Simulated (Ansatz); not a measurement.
# What TaAgS3 (model cell, started as cubic perovskite with Ta in the octahedra) distorts into

Wanted: the energy along a soft mode of TaAgS3 (model cell, started as cubic perovskite with Ta in the octahedra) and the structure at the end.

Calculated with Ansatz 0.2.0; DFT PBE, scalar-relativistic, plane waves, PAW.

The structure was built from a prototype and need not be the compound's stable phase.

### Step 1. The starting structure

Symmetry: Pm-3m, No. 221, cubic system. The conventional cell has a = 4.812 Å, b = 4.812 Å, c = 4.812 Å, α = 90.00°, β = 90.00°, γ = 90.00°. Ag has 12 S at 3.40 Å nearest. Nearest to Ta lie 6 S at 2.41 Å. Nearest to S lie 2 Ta at 2.41 Å. Farther neighbours and most contacts between anions are not listed.

### Step 2. The dispersion

The cell comes from relaxations at this level that are not shown. Stability and thermal properties need the whole zone. Linear response on a 2×2×2 q mesh gives force constants as far as a supercell of that size would.

The input, input.yaml:

```yaml
crystal:
  lattice:
    - [4.8116307016, 0.0, 0.0]
    - [0.0, 4.8116307016, 0.0]
    - [0.0, 0.0, 4.8116307016]
  atoms:
    - { symbol: Ag, position: [0.0, 0.0, 0.0] }
    - { symbol: Ta, position: [0.5, 0.5, 0.5] }
    - { symbol: S, position: [0.5, 0.5, 0.0] }
    - { symbol: S, position: [0.5, 0.0, 0.5] }
    - { symbol: S, position: [0.0, 0.5, 0.5] }
kpoints:
  mp_grid: { grid: [8, 8, 8] }
hamiltonian:
  xc: pbe
scf:
  occupations: { method: methfessel_paxton, width: 0.2 }
output:
  eigenvalues: true
phonons:
  method: dfpt
  qmesh: [2, 2, 2]
  temperatures: { t_max: 1000, t_step: 50 }
  qpath:
    path:
      - [[0.0, 0.0, 0.0], [0.0, 0.5, 0.0], [0.5, 0.5, 0.0], [0.0, 0.0, 0.0], [0.5, 0.5, 0.5], [0.0, 0.5, 0.0]]
      - [[0.5, 0.5, 0.5], [0.5, 0.5, 0.0]]
    npoints: 10
```

Launch:

```bash
> ansatz run input.yaml --threads 8 --pin off --max-ram 14336MiB --backend cpu --events-out ev --progress --plain --runs-dir out
```

Numbers of over 12 decimals in the logs are rounded to 6 here.

The program printed:

```text
Engine: ansatz 0.2.0, aarch64-unknown-linux-gnu
Pseudopotentials: kind: paw
Pseudopotential: Ag, paw, valence charge 19, recommended cutoff 420 eV (normal), Ag.paw.azcp
Pseudopotential: Ta, paw, valence charge 13, recommended cutoff 420 eV (normal), Ta.paw.azcp
Pseudopotential: S, paw, valence charge 6, recommended cutoff 420 eV (normal), S.paw.azcp
Functional definition: PBE
  parameter kappa = 0.804
  parameter beta = 0.066725
  exchange = pbe_x(kappa = kappa, mu = beta*pi^2/3)
  correlation = pbe_c(beta = beta)
Crystal: 5 atoms, lattice volume = 111.398 Å³
Basis set: ecut = 420 eV, 2109 PW (Γ), exchange–correlation on 72×72×72 points (8 copies of the dense FFT grid, shifted against one another)
Bands: 30, of which v1, the nominal top of the filled ones, is band 25 counted from 1 (24 counted from 0)
Symmetry: 48 space group operations
k-points: 35 of 512
Non-local potential: Ag, projectors of the file, l = 0: 3, l = 1: 2, l = 2: 2, l = 3: 1
Non-local potential: Ta, projectors of the file, l = 0: 3, l = 1: 2, l = 2: 2, l = 3: 1
Non-local potential: S, projectors of the file, l = 0: 2, l = 1: 2, l = 2: 2
PAW form: soft (Blöchl's): semilocal exchange-correlation on the pseudo side does not see the compensation charge
PAW one-centre angular grid: Ag, 590 points (default); XC on 64 Gauss nodes
PAW one-centre angular grid: Ta, 590 points (default); XC on 64 Gauss nodes
PAW one-centre angular grid: S, 110 points (default); XC on 64 Gauss nodes
Initial density: superposition of atomic densities (neutral atoms: chi_scale 0, normalization atom), corrected by the library's trained network
Initial wavefunctions: pseudopotential atomic-orbital guess
Functional: x = pbe(κ = 0.804, μ = 0.219515), c = pbe(β = 0.066725)
SCF iter   1: F=—  HF=-20230.230972 eV  |F-HF|=—  |Δ(HF+E_count)|=         —  Δρ=3.86e-3  dr2=1.98e-2  ethr=1.77e-3  ⟨swp⟩=5.1  Hψ=4046  notcnv=0
preconditioner: auto → Kerker (q_TF=auto, 2.387 Å⁻¹)  [metal: Δε(μ)=0.123 eV  Ē_g=6.763 eV  σ=0.200 eV  W_gap=0.47  n_scr=26 (ndim 8)  ℏωp=20.5 eV  f_vac=0.005  D(μ)=1.38/eV (n_scr^D=6)]
SCF iter   2: F=—  HF=-20230.229470 eV  |F-HF|=—  |Δ(HF+E_count)|=   1.50e-3  S|Δr|=    0.00e0  Δρ=2.10e-3  dr2=8.77e-3  ethr=3.96e-5  ⟨swp⟩=1.8  Hψ=1446  notcnv=0
SCF iter   3: F=—  HF=-20230.227262 eV  |F-HF|=—  |Δ(HF+E_count)|=   2.21e-3  S|Δr|=    0.00e0  Δρ=5.22e-4  dr2=1.08e-3  ethr=1.75e-5  ⟨swp⟩=2.3  Hψ=1439  notcnv=0
SCF iter   4: F=—  HF=-20230.226998 eV  |F-HF|=—  |Δ(HF+E_count)|=   2.64e-4  S|Δr|=    0.00e0  Δρ=1.95e-4  dr2=4.77e-5  ethr=2.16e-6  ⟨swp⟩=2.0  Hψ=1466  notcnv=0
SCF iter   5: F=—  HF=-20230.226997 eV  |F-HF|=—  |Δ(HF+E_count)|=   8.07e-7  S|Δr|=    0.00e0  Δρ=7.25e-5  dr2=4.91e-6  ethr=9.54e-8  ⟨swp⟩=2.3  Hψ=1671  notcnv=0
SCF iter   6: F=—  HF=-20230.226992 eV  |F-HF|=—  |Δ(HF+E_count)|=   4.95e-6  S|Δr|=    0.00e0  Δρ=2.12e-5  dr2=3.20e-7  ethr=9.82e-9  ⟨swp⟩=2.0  Hψ=1834  notcnv=0
SCF iter   7: F=—  HF=-20230.226992 eV  |F-HF|=—  |Δ(HF+E_count)|=   1.01e-7  S|Δr|=    0.00e0  Δρ=5.40e-6  dr2=2.76e-8  ethr=6.39e-10  ⟨swp⟩=2.0  Hψ=1764  notcnv=0
SCF iter   8: F=—  HF=-20230.226992 eV  |F-HF|=—  |Δ(HF+E_count)|=   3.42e-8  S|Δr|=    0.00e0  Δρ=1.13e-6  dr2=2.05e-9  ethr=5.52e-11  ⟨swp⟩=2.0  Hψ=1574  notcnv=0
SCF iter   9: F=—  HF=-20230.226992 eV  |F-HF|=—  |Δ(HF+E_count)|=   2.95e-9  S|Δr|=    0.00e0  Δρ=3.64e-7  dr2=1.64e-10  ethr=4.11e-12  ⟨swp⟩=2.0  Hψ=1589  notcnv=0
SCF iter  10: F=-20230.226992 eV  HF=-20230.226992 eV  |F-HF|=3.64e-12  |Δ(HF+E_count)|=  1.60e-10  S|Δr|=    0.00e0  Δρ=6.41e-8  dr2=4.57e-12  ethr=1.00e-12  ⟨swp⟩=6.3  Hψ=5450  notcnv=0
SCF 1 converged in 10 iterations: F = -20230.226992 eV  dr2 = 4.57e-12
  greatest PAW one-centre occupation: 1.000 electrons in one spin orbital (limit 2), on the Ag atom at site 0 (counted from 0), in its partial waves of l = 0
Initial density: read from a saved state, or passed on in memory by an earlier SCF of this step, an earlier step, the calling program or the single point that the run made first
iter 1 solved again at ethr=3.98e-7 eV; its pass at ethr=3.10e-3 eV (dr2=1.99e-4 eV) is discarded
SCF iter   1: F=—  HF=-20230.226992 eV  |F-HF|=—  |Δ(HF+E_count)|=         —  Δρ=1.16e-6  dr2=2.66e-9  ethr=3.98e-7  ⟨swp⟩=3.0  Hψ=6813  notcnv=0
eigensolver tolerance schedule: the retry pair's looser diagonalisation over-reported the residual by 74806.42 of it (diagonalisation noise at an unbounded share of the residual, at the tolerance the schedule requests for it); recorded, not acted on — ethr = c·dr2/N_el stays at c = 1.0e-1
preconditioner: auto → Kerker (q_TF=auto, 2.387 Å⁻¹)  [metal: Δε(μ)=0.115 eV  Ē_g=6.790 eV  σ=0.200 eV  W_gap=0.44  n_scr=26 (ndim 8)  ℏωp=20.5 eV  f_vac=0.007  D(μ)=1.50/eV (n_scr^D=6)]
SCF iter   2: F=—  HF=-20230.226992 eV  |F-HF|=—  |Δ(HF+E_count)|=   7.53e-7  S|Δr|=    0.00e0  Δρ=4.94e-7  dr2=5.10e-10  ethr=5.33e-12  ⟨swp⟩=3.8  Hψ=2764  notcnv=0
SCF iter   3: F=—  HF=-20230.226992 eV  |F-HF|=—  |Δ(HF+E_count)|=  4.00e-11  S|Δr|=    0.00e0  Δρ=3.52e-7  dr2=2.52e-10  ethr=1.02e-12  ⟨swp⟩=1.0  Hψ=1050  notcnv=0
SCF iter   4: F=—  HF=-20230.226992 eV  |F-HF|=—  |Δ(HF+E_count)|=  3.27e-11  S|Δr|=    0.00e0  Δρ=1.54e-7  dr2=4.51e-11  ethr=1.00e-12  ⟨swp⟩=1.0  Hψ=1050  notcnv=0
SCF iter   5: F=-20230.226992 eV  HF=-20230.226992 eV  |F-HF|=1.09e-11  |Δ(HF+E_count)|=    0.00e0  S|Δr|=    0.00e0  Δρ=4.44e-8  dr2=3.60e-12  ethr=1.00e-12  ⟨swp⟩=2.1  Hψ=2648  notcnv=0
SCF 2 converged in 5 iterations: F = -20230.226992 eV  dr2 = 3.60e-12
phonons: the bands overlap, so this run is a metal and interpolates without the dipole-dipole term. If the crystal is really an insulator or semiconductor, its LO-TO splitting is missing
NSCF: frozen V_eff on 35 k-points
NSCF: frozen V_eff on 125 k-points
DFPT response loops at q = (0, 0, 0) (fractional): preconditioner auto → Kerker (q_TF=auto, 2.387 Å⁻¹) (partly filled bands, converged f_vac=0.007); β = 1.00, the filter's whole step (`scf.mixing.beta` (0.50) is not read by the response loops under this deck's `scf.mixing.preconditioner`; to damp them name `kerker` or `kerker_dos`, under which they read `scf.mixing.beta`, and type it under 1.00, their step now; both keys bind the ground state too); Broyden in place of MSR1
NSCF: frozen V_eff on 250 k-points
DFPT response loops at q = (0, 0, -0.5) (fractional): mixed as the last ones told, above
NSCF: frozen V_eff on 250 k-points
DFPT response loops at q = (0, -0.5, -0.5) (fractional): mixed as the last ones told, above
NSCF: frozen V_eff on 250 k-points
DFPT response loops at q = (-0.5, -0.5, -0.5) (fractional): mixed as the last ones told, above
SCF converged after 10 iterations
Stability not checked: this state was not tested for a lower state beside it, because cold or Methfessel-Paxton smearing, or corrected tetrahedra, fill the levels in a way that the test cannot read (fill_not_monotonic; see scf.lower_state_search)
Free energy (F): -20230.226992 eV
Harris-Foulkes:  -20230.226992 eV  (|F-HF|=3.64e-12)
Internal energy: -20230.232866 eV  (E = F + TS)
E sigma→0 (E₀):  -20230.228461 eV
Entropy (-TS):   0.005874 eV (1.175 meV/atom)
Fermi energy:    8.216283 eV
Step filling:    the computed levels leave a gap of 0.1150 eV = 0.6 smearing widths at the electron count; against every level under it full and every level over it empty, smearing changes F+E_penalty+E_count by +4.171 meV and its σ→0 estimate by +2.702 meV
--- Per-component energies (eV) ---
  E_band       = -610.306388
  E_kinetic    = 1211.642151
  E_local      = -4592.372524  (includes V_loc(G=0)·N_el)
  E_nonlocal   = 183.849414
  E_hartree    = 1913.650626
  E_xc         = -690.491443
  E_vxc        = -695.400564  (∫ρ·V_xc dr)
  E_paw        = -14103.400509  (= ΣΔE_a)
  E_vpaw       = -545.326549  (= ΣTr[D̂ρ^β])
  E_aug_tail   = 0.000458  (compensation charges beyond the density's cutoff)
  E_ewald      = -4153.111040
  E_smearing   = 0.005874  (= −TS)
  E_closure    = -0.000000  (closes the sum)
  Σ components = -20230.226992   (vs F -20230.226992, Δ=0.00e0)
--- Band table (eV; the first three rows and the last of 35) ---
  k-point 0: bands = [... 21 lower, 6.8992, 7.4141, 7.4141, 7.4141, 7.6673, 7.6673, 7.6673, 8.3374, ... 1 higher]
  k-point 1: bands = [... 21 lower, 6.7573, 6.9044, 7.2635, 7.2635, 7.6652, 8.3870, 8.3870, 8.6772, ... 1 higher]
  k-point 2: bands = [... 21 lower, 5.9583, 6.9157, 7.3327, 7.3327, 7.6602, 9.3381, 9.3381, 9.4120, ... 1 higher]
  k-point 34: bands = [... 21 lower, 5.0174, 8.2501, 8.2501, 8.2501, 8.3413, 10.9003, 10.9003, 10.9003, ... 1 higher]
--- Phonons (Γ-DFPT): 4 representative perturbations + reference (Σ response iterations 12) ---
  ASR residual: 7.159e-5 → 0.000e0 eV/Å²; symmetrization residual: 4.782e-6 eV/Å²
  ASR residual per site (eV/Å²): 7.16e-5 6.22e-5 6.28e-5 6.28e-5 6.28e-5
  Γ frequencies (cm⁻¹): -127.31 -127.31 -127.31 -86.25 -86.25 -86.25 -35.28 -35.28 -35.28 0.00 0.00 0.00 338.73 338.73 338.73
--- Phonons (arbitrary-q DFPT): 4 irreducible q on the 2×2×2 mesh ---
  q = [0.0000, 0.0000, 0.0000] (star 1, of the zone-centre solve; hermiticity 8.78e-7, symmetrization 7.13e-12): -127.31 -127.31 -127.31 -86.25 -86.25 -86.25 -35.28 -35.28 -35.28 -0.00 -0.00 0.00 338.73 338.73 338.73
  q = [0.0000, 0.0000, -0.5000] (star 3, 9 solved perturbations in 975 linear systems a pass and spin channel, the states on 125 of 512 k-point pairs; hermiticity 5.96e-7, symmetrization 9.54e-13): -97.53 -60.23 -60.23 -55.68 -55.68 -38.10 -36.08 -36.08 107.43 107.43 108.56 183.19 334.28 334.28 440.88
  q = [0.0000, -0.5000, -0.5000] (star 3, 9 solved perturbations in 975 linear systems a pass and spin channel, the states on 125 of 512 k-point pairs; hermiticity 1.04e-6, symmetrization 3.20e-14): -181.12 -55.78 -55.78 -48.84 -44.38 93.14 93.14 107.46 107.46 172.27 172.27 183.99 192.08 330.91 476.52
  q = [-0.5000, -0.5000, -0.5000] (star 1, 4 solved perturbations in 350 linear systems a pass and spin channel, the states on 125 of 512 k-point pairs; hermiticity 2.01e-7, symmetrization 3.58e-12): -173.68 -173.68 -173.68 -136.94 -136.94 -53.44 -53.44 -53.44 159.69 159.69 159.69 192.26 192.26 192.26 501.66
  sum rule: each row above includes the acoustic sum rule's correction from the zone centre's row sums; it moved no ω² by more than (0.73 cm⁻¹)²
  mesh force constants: q→R imaginary residual 3.24e-18; ASR residual 7.159e-5 → 0.000e0 eV/Å²; symmetrization residual 2.309e-14 eV/Å²
  interpolated dispersion: 62 rows × 15 modes
  density of states and harmonic sums: on the 14×14×14 q-mesh, interpolated from the force constants of a 2×2×2 supercell (no non-analytic term)
  largest difference from the sums on the solved wave vectors: F 3.16e-1 eV, S 4.22e-4 and C_V 1.08e-4 eV/K
  zero-point energy: 0.104796 eV/cell   skipped modes (ω ≤ 0): 759, of them read as no rigid motion or as one in doubt: 756 (6.137e0 modes/cell left out, lowest -181.12 cm⁻¹)   left out of the sums: 4.09e-1 of the cell's modes: C_V's classical limit lies that fraction below 3 k_B per atom; for a crystal, a wire or a layer, F and S can be off by more, and a phonons.interpolated_qmesh denser along its periods is the remedy for the sampling
```

Elapsed: 3.9 min, on 8 threads of Arm Neoverse N1, shared host; peak memory 1.5 GiB.

Reading the cycles: dr2 is the Hartree energy of the density residual (eV), the measure of convergence; HF is the Harris–Foulkes estimate of the energy, which meets the free energy F at convergence.

Numbers from this step:

```
volume per atom                                         : 22.28 Å³
gap on the k-mesh                                       : 0 eV
sum-rule residual before enforcement                    : 7.16e-5 eV/Å²
lowest frequency on the path                            : -181.1 cm⁻¹
point group                                             : m-3m
highest frequency on the path or at a solved wavevector : 501.7 cm⁻¹
highest optical mode at the zone centre (no LO-TO term) : 338.7 cm⁻¹
lowest optical zone-centre mode                         : -127.3 cm⁻¹
lowest mode on the q mesh (acoustic modes at Γ apart)   : -181.1 cm⁻¹
```

Frequencies (cm⁻¹) solved at each irreducible wavevector; negative means imaginary. Frequencies by wavevector, by row:

```csv
q in reciprocal lattice units,star,mode 1,mode 2,mode 3,mode 4,mode 13,mode 14,mode 15
0 0 0,1,-127.3,-127.3,-127.3,-86.2,338.7,338.7,338.7
0 0 -0.5,3,-97.5,-60.2,-60.2,-55.7,334.3,334.3,440.9
0 -0.5 -0.5,3,-181.1,-55.8,-55.8,-48.8,192.1,330.9,476.5
-0.5 -0.5 -0.5,1,-173.7,-173.7,-173.7,-136.9,192.3,192.3,501.7
```

Interpolated from a 2×2×2 q mesh. Phonon branches along the path, in cm⁻¹:

| point | branch 1 | branch 2 | branch 3 | branch 4 | branch 12 | branch 13 | branch 14 | branch 15 |
| --- | --- | --- | --- | --- | --- | --- | --- | --- |
| Γ | -127 | -127 | -127 | -86 | 0 | 339 | 339 | 339 |
| halfway | -113 | -94 | -94 | -64 | 124 | 337 | 337 | 389 |
| X | -98 | -60 | -60 | -56 | 183 | 334 | 334 | 441 |
| halfway | -147 | -56 | -52 | -51 | 192 | 270 | 333 | 460 |
| M | -181 | -56 | -56 | -49 | 184 | 192 | 331 | 476 |
| halfway | -135 | -60 | -58 | -55 | 158 | 302 | 335 | 427 |
| Γ | -127 | -127 | -127 | -86 | 0 | 339 | 339 | 339 |
| halfway | -135 | -111 | -111 | -52 | 172 | 279 | 279 | 461 |
| R | -174 | -174 | -174 | -137 | 192 | 192 | 192 | 502 |
| halfway | -148 | -121 | -112 | -53 | 195 | 227 | 251 | 484 |
| X | -98 | -60 | -60 | -56 | 183 | 334 | 334 | 441 |
| jump to R | -174 | -174 | -174 | -137 | 192 | 192 | 192 | 502 |
| halfway | -177 | -127 | -127 | -53 | 185 | 192 | 204 | 496 |
| M | -181 | -56 | -56 | -49 | 184 | 192 | 331 | 476 |

Symmetry leaves 4 wavevectors to solve. The lowest mode among them, the acoustic zeros apart, lies at q = (0, -0.5, -0.5) and is imaginary, 181.1i cm⁻¹, so the energy falls along it.

### Step 3. The mode frozen in, largest atomic shift 0 Å

The mode followed lies at q = (-0.5, -0.5, -0.5) with frequency 173.7i cm⁻¹ and is 3-fold degenerate, one of the unstable modes though not the softest. At small amplitude the distorted cell has space group no. 74 by a symmetry search on the positions. The undistorted cell that holds it gives the zero of energy on the same k mesh.

System of this step: TaAgS3 (model cell, started as cubic perovskite with Ta in the octahedra). It takes space group Pm-3m (No. 221, cubic). Conventional cell: a = 4.812 Å, b = 4.812 Å, c = 4.812 Å, α = 90.00°, β = 90.00°, γ = 90.00°. Nearest to Ag lie 12 S at 3.40 Å. Ta has 6 S at 2.41 Å nearest. Nearest to S lie 2 Ta at 2.41 Å. Farther neighbours and most contacts between anions are not listed.

The input, input.yaml:

```yaml
crystal:
  lattice:
    - [4.8116307016, 4.8116307016, 0.0]
    - [4.8116307016, 0.0, 4.8116307016]
    - [4.8116307016, 0.0, -4.8116307016]
  atoms:
    - { symbol: Ag, position: [0.0, 0.5, 0.5] }
    - { symbol: Ag, position: [0.0, 0.0, 0.0] }
    - { symbol: Ta, position: [0.5, 0.25, 0.75] }
    - { symbol: Ta, position: [0.5, 0.75, 0.25] }
    - { symbol: S, position: [0.5, 0.0, 1.0] }
    - { symbol: S, position: [0.5, 0.5, 0.5] }
    - { symbol: S, position: [0.0, 0.0, 0.5] }
    - { symbol: S, position: [0.0, 0.5, 1.0] }
    - { symbol: S, position: [0.5, 0.5, 1.0] }
    - { symbol: S, position: [0.5, 0.0, 0.5] }
kpoints:
  mp_grid: { grid: [8, 8, 8] }
hamiltonian:
  xc: pbe
scf:
  occupations: { method: methfessel_paxton, width: 0.2 }
output:
  forces: true
  stress: true
  eigenvalues: true
```

The program printed:

```text
[...]
Crystal: 10 atoms, lattice volume = 222.796 Å³
Basis set: ecut = 420 eV, 4285 PW (Γ), exchange–correlation on 96×96×96 points (8 copies of the dense FFT grid, shifted against one another)
Bands: 60, of which v1, the nominal top of the filled ones, is band 50 counted from 1 (49 counted from 0)
Symmetry: 96 space group operations
[...]
k-points: 29 of 512
[...]
k-point 0: bands = [... 46 lower, 7.4090, 7.6999, 7.6999, 7.6999, 8.2361, 8.2361, 8.2361, 8.3320, ... 6 higher]
  k-point 1: bands = [... 46 lower, 7.2329, 8.0126, 8.0967, 8.0967, 8.1519, 8.1519, 8.1695, 8.4698, ... 6 higher]
  k-point 2: bands = [... 46 lower, 7.1076, 7.9288, 7.9288, 7.9892, 8.2555, 8.6854, 8.6854, 8.8164, ... 6 higher]
  k-point 28: bands = [... 46 lower, 6.5468, 6.5468, 7.5758, 7.5758, 9.4286, 9.4286, 9.9155, 9.9155, ... 6 higher]
[key lines of the parts left out:]
SCF converged after 7 iterations
Free energy (F): -40460.451884 eV
Fermi energy:    8.164071 eV
P = ⅓ Tr σ = -0.0902 GPa (-0.902 kbar)
```

Elapsed: 4.7 s, on 8 threads; peak memory 1.1 GiB; 35 s of CPU time.

Numbers from this step:

```
pressure                         : -0.09016 GPa
energy from the undistorted cell : 0 meV/atom
```

The run ends at a pressure of -0.09 GPa.

### Step 4. The mode frozen in, largest atomic shift 0.6 Å

The atoms are moved along the unstable eigenvector, the largest shift by 0.6 Å, with the cell fixed.

The input, input.yaml:

```yaml
crystal:
  lattice:
    - [4.8116307016, 4.8116307016, 0.0]
    - [4.8116307016, 0.0, 4.8116307016]
    - [4.8116307016, 0.0, -4.8116307016]
  atoms:
    - { symbol: Ag, position: [0.0, 0.5, 0.5] }
    - { symbol: Ag, position: [0.0, 0.0, 0.0] }
    - { symbol: Ta, position: [0.5, 0.25, 0.75] }
    - { symbol: Ta, position: [0.5, 0.75, 0.25] }
    - { symbol: S, position: [0.5881746948, -0.0881746948, 0.9118253052] }
    - { symbol: S, position: [0.4118253052, 0.5881746948, 0.5881746948] }
    - { symbol: S, position: [0.0, 0.0440873474, 0.4559126526] }
    - { symbol: S, position: [0.0, 0.4559126526, 1.0440873474] }
    - { symbol: S, position: [0.5, 0.4559126526, 1.0440873474] }
    - { symbol: S, position: [0.5, 0.0440873474, 0.4559126526] }
kpoints:
  mp_grid: { grid: [8, 8, 8] }
hamiltonian:
  xc: pbe
scf:
  occupations: { method: methfessel_paxton, width: 0.2 }
output:
  forces: true
  stress: true
  eigenvalues: true
```

The program printed:

```text
[...]
Crystal: 10 atoms, lattice volume = 222.796 Å³
Basis set: ecut = 420 eV, 4285 PW (Γ), exchange–correlation on 96×96×96 points (8 copies of the dense FFT grid, shifted against one another)
Bands: 60, of which v1, the nominal top of the filled ones, is band 50 counted from 1 (49 counted from 0)
Symmetry: 8 space group operations
[...]
k-points: 95 of 512
[...]
k-point 0: bands = [... 46 lower, 7.4119, 7.4591, 7.5813, 7.6846, 7.7601, 7.7849, 8.3728, 9.2624, ... 6 higher]
  k-point 1: bands = [... 46 lower, 7.1569, 7.1980, 7.7563, 7.8382, 7.8867, 8.1018, 8.4050, 9.4312, ... 6 higher]
  k-point 2: bands = [... 46 lower, 7.0453, 7.1133, 7.6826, 7.8899, 8.1871, 8.4354, 8.6872, 9.6153, ... 6 higher]
  k-point 94: bands = [... 46 lower, 6.5643, 6.5643, 7.1930, 7.1930, 9.0954, 9.0954, 9.5354, 9.5354, ... 6 higher]
[key lines of the parts left out:]
SCF converged after 7 iterations
Free energy (F): -40461.898149 eV
Fermi energy:    7.948818 eV
P = ⅓ Tr σ = -4.3851 GPa (-43.851 kbar)
```

Run time: 16 s. Hardware: 8 threads; peak memory 1.5 GiB.

This step gave:

```yaml
pressure: -4.385 GPa
energy_from_the_undistorted_cell: -144.9 meV/atom
```

The energy, extrapolated to zero smearing, is -144.95 meV/atom against the undistorted cell.

The run ends at a pressure of -4.39 GPa, with forces up to 0.70 eV/Å.

(Continued in part 2 of 3.)

[Logs are printed without paths, hosts, clocks, repeated set-up lines and the standing remarks that a program may print on its own settings, such as how far it seeks lower states.]

[Hosts, paths, dates, database ids (printed as entryN), source tags and the programs' standing remarks are cut or masked in the printed files.]
